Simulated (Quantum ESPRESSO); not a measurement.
# CoO: which magnetic order is lowest

Does CoO prefer parallel or opposed moments?

Method: LDA with U = 3.5 eV on Co d (ortho-atomic projectors); plane waves with GBRV 1.5 LDA potentials, no spin-orbit coupling, in Quantum ESPRESSO 7.5.

### Step 1. The starting structure

Symmetry: Fm-3m, No. 225, cubic system. The conventional cell has a = 4.263 Å, b = 4.263 Å, c = 4.263 Å, α = 90.00°, β = 90.00°, γ = 90.00°. Nearest to Co lie 6 O at 2.13 Å. O has 6 Co at 2.13 Å nearest. Farther neighbours and most contacts between anions are not listed.

The cell comes from the Crystallography Open Database.

### Step 2. Start 1: ferro +

The signs are those of the starting moments on the seeded atoms, the atoms that are given a moment.

Contents of pw.in:

```
&CONTROL
  calculation = 'scf'
  prefix = 'pwscf'
  outdir = './tmp'
  pseudo_dir = './pseudo'
  disk_io = 'nowf'
/
&SYSTEM
  ibrav = 0
  nat = 2
  ntyp = 2
  ecutwfc = 40
  ecutrho = 280
  nbnd = 20
  occupations = 'smearing'
  smearing = 'fd'
  degauss = 0.00367493
  nspin = 2
  starting_magnetization(1) = 0.1765
  starting_magnetization(2) = 0
/
&ELECTRONS
  conv_thr = 4d-09
  electron_maxstep = 150
  mixing_beta = 0.3
/
ATOMIC_SPECIES
Co     58.9332 co_lda_v1.2.uspp.F.UPF
O      15.9990 o_lda_v1.2.uspp.F.UPF
CELL_PARAMETERS angstrom
   0.0000000000    2.1315000000    2.1315000000
   2.1315000000    0.0000000000    2.1315000000
   2.1315000000    2.1315000000    0.0000000000
ATOMIC_POSITIONS crystal
Co      0.0000000000    0.0000000000    0.0000000000
O       0.5000000000    0.5000000000    0.5000000000
K_POINTS automatic
8 8 8 0 0 0
HUBBARD {ortho-atomic}
U Co-3d 3.5000
```

The run is started by

```
OMP_NUM_THREADS=1 mpirun -n 4 pw.x -nk 4 -in pw.in > pw.out
```

The program printed:

```text
Program PWSCF v.7.5 starts

     Message from routine setup:
     using ibrav=0 with symmetry is DISCOURAGED, use correct ibrav instead

     K-points division:     npool     =       4
     Subspace diagonalization in iterative solution of the eigenvalue problem:

     G-vector sticks info
     --------------------
     sticks:   dense  smooth     PW     G-vecs:    dense   smooth      PW
     Sum         637     361    121                10417     4477     893

     Using Slab Decomposition

     bravais-lattice index     =            0
     lattice parameter (alat)  =       5.6964  a.u.
     unit-cell volume          =     130.7021 (a.u.)^3
     number of atoms/cell      =            2
     number of atomic types    =            2
     number of electrons       =        23.00
     number of Kohn-Sham states=           20
     kinetic-energy cutoff     =      40.0000  Ry
     charge density cutoff     =     280.0000  Ry
     scf convergence threshold =      4.0E-09
     mixing beta               =       0.3000
     number of iterations used =            8  plain     mixing
     Exchange-correlation= SLA  PZ   NOGX NOGC
                           (   1   1   0   0   0   0   0)
     Hubbard projectors: ortho-atomic
     Hubbard parameters of DFT+U (Dudarev formulation) in eV:
     U(Co-3d) =  3.5000

     Internal variables: lda_plus_u =T, lda_plus_u_kind = 0

     Internal variables: orbital_resolved =F, hub_pot_fix =F, apply_U = F

     celldm(1)=   5.696383  celldm(2)=   0.000000  celldm(3)=   0.000000
     celldm(4)=   0.000000  celldm(5)=   0.000000  celldm(6)=   0.000000

     crystal axes: (cart. coord. in units of alat)
               a(1) = (   0.000000   0.707107   0.707107 )
               a(2) = (   0.707107   0.000000   0.707107 )
               a(3) = (   0.707107   0.707107   0.000000 )

     reciprocal axes: (cart. coord. in units 2 pi/alat)
               b(1) = ( -0.707107  0.707107  0.707107 )
               b(2) = (  0.707107 -0.707107  0.707107 )
               b(3) = (  0.707107  0.707107 -0.707107 )

     PseudoPot. # 1 for Co read from file:
     co_lda_v1.2.uspp.F.UPF
     Pseudo is Ultrasoft + core correction, Zval = 17.0
     Generated by new atomic code, or converted to UPF format
     Using radial grid of  863 points,  6 beta functions with:
                l(1) =   0
                l(2) =   0
                l(3) =   1
                l(4) =   1
                l(5) =   2
                l(6) =   2
     Q(r) pseudized with  8 coefficients,  rinner =    1.200   1.200   1.200
                                                       1.200   1.200

     PseudoPot. # 2 for O  read from file:
     o_lda_v1.2.uspp.F.UPF
     Pseudo is Ultrasoft + core correction, Zval =  6.0
     Generated by new atomic code, or converted to UPF format
     Using radial grid of  737 points,  5 beta functions with:
                l(1) =   0
                l(2) =   0
                l(3) =   1
                l(4) =   1
                l(5) =   2
     Q(r) pseudized with  8 coefficients,  rinner =    0.900   0.900   0.900
                                                       0.900   0.900

     atomic species   valence    mass     pseudopotential
     Co               17.00    58.93320     Co( 1.00)
     O                 6.00    15.99900     O ( 1.00)

     Starting magnetic structure
     atomic species   magnetization
     Co              0.176
     O               0.000

     48 Sym. Ops., with inversion, found

   Cartesian axes

     site n.     atom                  positions (alat units)
         1        Co     tau(   1) = (   0.0000000   0.0000000   0.0000000  )
         2        O      tau(   2) = (   0.7071068   0.7071068   0.7071068  )

     number of k points=    29  Fermi-Dirac smearing, width (Ry)=  0.0037
                       cart. coord. in units 2pi/alat
        k(    1) = (   0.0000000   0.0000000   0.0000000), wk =   0.0019531
        k(    2) = (   0.0883883   0.0883883  -0.0883883), wk =   0.0156250
        k(    3) = (   0.1767767   0.1767767  -0.1767767), wk =   0.0156250
        k(    4) = (   0.2651650   0.2651650  -0.2651650), wk =   0.0156250
        k(    5) = (  -0.3535534  -0.3535534   0.3535534), wk =   0.0078125
        [... 24 further k-points ...]

     Dense  grid:    10417 G-vectors     FFT dimensions: (  32,  32,  32)

     Smooth grid:     4477 G-vectors     FFT dimensions: (  24,  24,  24)

     Check: negative core charge=   -0.000039
     Generating pointlists ...
     new r_m :   0.2917 (alat units)  1.6615 (a.u.) for type    1
     new r_m :   0.2917 (alat units)  1.6615 (a.u.) for type    2

     Initial potential from superposition of free atoms

     starting charge      22.0000, renormalised to      23.0000

     STARTING HUBBARD OCCUPATIONS:

     =================== HUBBARD OCCUPATIONS ===================
     ------------------------ ATOM    1 ------------------------
     Tr[ns(  1)] (up, down, total) =   5.00000  2.00000  7.00000
     Atomic magnetic moment for atom   1 =   3.00000
     [... lines left out ...]
     Number of occupied Hubbard levels =    7.0000

     Atomic wfc used for Hubbard projectors are orthogonalized

     Starting wfcs are   17 randomized atomic wfcs +    3 random wfcs

     Self-consistent Calculation

     iteration #  1     ecut=    40.00 Ry     beta= 0.30
     Davidson diagonalization with overlap
     ethr =  1.00E-02,  avg # of iterations =  5.2

     =================== HUBBARD OCCUPATIONS ===================
     ------------------------ ATOM    1 ------------------------
     Tr[ns(  1)] (up, down, total) =   4.63054  0.93532  5.56586
     Atomic magnetic moment for atom   1 =   3.69522
     [... lines left out ...]
     Number of occupied Hubbard levels =    5.5659

     total energy              =    -328.59893385 Ry
     estimated scf accuracy    <       6.10364589 Ry

     total magnetization       =     3.64 Bohr mag/cell
     absolute magnetization    =     3.72 Bohr mag/cell

     iteration #  2     ecut=    40.00 Ry     beta= 0.30
     Davidson diagonalization with overlap
     ethr =  1.00E-02,  avg # of iterations =  2.1

     total energy              =    -329.55512938 Ry
     estimated scf accuracy    <       5.44219946 Ry

     total magnetization       =     0.96 Bohr mag/cell
     absolute magnetization    =     0.98 Bohr mag/cell

     iteration #  3     ecut=    40.00 Ry     beta= 0.30
     Davidson diagonalization with overlap
     ethr =  1.00E-02,  avg # of iterations =  1.0

     total energy              =    -330.39038014 Ry
     estimated scf accuracy    <       0.20971634 Ry

     total magnetization       =     3.01 Bohr mag/cell
     absolute magnetization    =     3.03 Bohr mag/cell

     [... further iterations left out ...]

     iteration # 11     ecut=    40.00 Ry     beta= 0.30
     Davidson diagonalization with overlap
     ethr =  1.25E-07,  avg # of iterations =  1.7

     total energy              =    -330.41689820 Ry
     estimated scf accuracy    <       0.00000381 Ry

     total magnetization       =     2.99 Bohr mag/cell
     absolute magnetization    =     3.01 Bohr mag/cell

     iteration # 12     ecut=    40.00 Ry     beta= 0.30
     Davidson diagonalization with overlap
     ethr =  1.66E-08,  avg # of iterations =  1.5

     total energy              =    -330.41689912 Ry
     estimated scf accuracy    <       0.00000020 Ry

     total magnetization       =     2.99 Bohr mag/cell
     absolute magnetization    =     3.01 Bohr mag/cell

     iteration # 13     ecut=    40.00 Ry     beta= 0.30
     Davidson diagonalization with overlap
     ethr =  8.67E-10,  avg # of iterations =  1.9

     total energy              =    -330.41689925 Ry
     estimated scf accuracy    <       0.00000007 Ry

     total magnetization       =     2.99 Bohr mag/cell
     absolute magnetization    =     3.01 Bohr mag/cell

     iteration # 14     ecut=    40.00 Ry     beta= 0.30
     Davidson diagonalization with overlap
     ethr =  3.21E-10,  avg # of iterations =  1.2

     Magnetic moment per site  (integrated on atomic sphere of radius R)
     atom   1 (R=0.292)  charge= 14.5998  magn=  2.5850
     atom   2 (R=0.292)  charge=  5.7492  magn=  0.2965

     End of self-consistent calculation

     =================== HUBBARD OCCUPATIONS ===================
     ------------------------ ATOM    1 ------------------------
     Tr[ns(  1)] (up, down, total) =   4.97306  2.33166  7.30472
     Atomic magnetic moment for atom   1 =   2.64140
     [... lines left out ...]
     Number of occupied Hubbard levels =    7.3047

     [... lines left out ...]
     the Fermi energy is    12.8391 ev

!    total energy              =    -330.41689926 Ry
     estimated scf accuracy    <          3.3E-10 Ry
     smearing contrib. (-TS)   =      -0.00252646 Ry
     internal energy E=F+TS    =    -330.41437281 Ry

     The total energy is F=E-TS. E is the sum of the following terms:
     one-electron contribution =    -183.02479258 Ry
     hartree contribution      =     104.47388365 Ry
     xc contribution           =     -39.41935250 Ry
     ewald contribution        =    -212.56286172 Ry
     Hubbard energy            =       0.11875034 Ry

     total magnetization       =     2.99 Bohr mag/cell
     absolute magnetization    =     3.01 Bohr mag/cell

     convergence has been achieved in  14 iterations

=------------------------------------------------------------------------------=
   JOB DONE.
=------------------------------------------------------------------------------=
```

Elapsed: 4.1 s, on 4 MPI ranks of Arm Neoverse V2, shared host; peak memory 0.25 GiB.

Spin moment in the atom's sphere by atom:

| atom | spin moment in the atom's sphere (μB) |
| --- | --- |
| Co1 | 2.58 |
| O2 | 0.30 |

Read from the output:

* smearing term TS: 0.03437 eV
* magnetization: 2.989 μB
* absolute magnetization: 3.009 μB
* final state: ferromagnetic

[end of part 1 of 2]

[Logs and program files are shortened in this print: banners, set-up blocks, solver, clock and traceback lines can be left out without a mark of their own.]

[Logs are printed without paths, hosts, clocks, repeated set-up lines and the standing remarks that a program may print on its own settings, such as how far it seeks lower states.]

[Hosts, paths, dates, database ids (printed as entryN), source tags and the programs' standing remarks are cut or masked in the printed files.]

[Where a cell is said to come from a database of computed structures, the database is the Materials Project.]
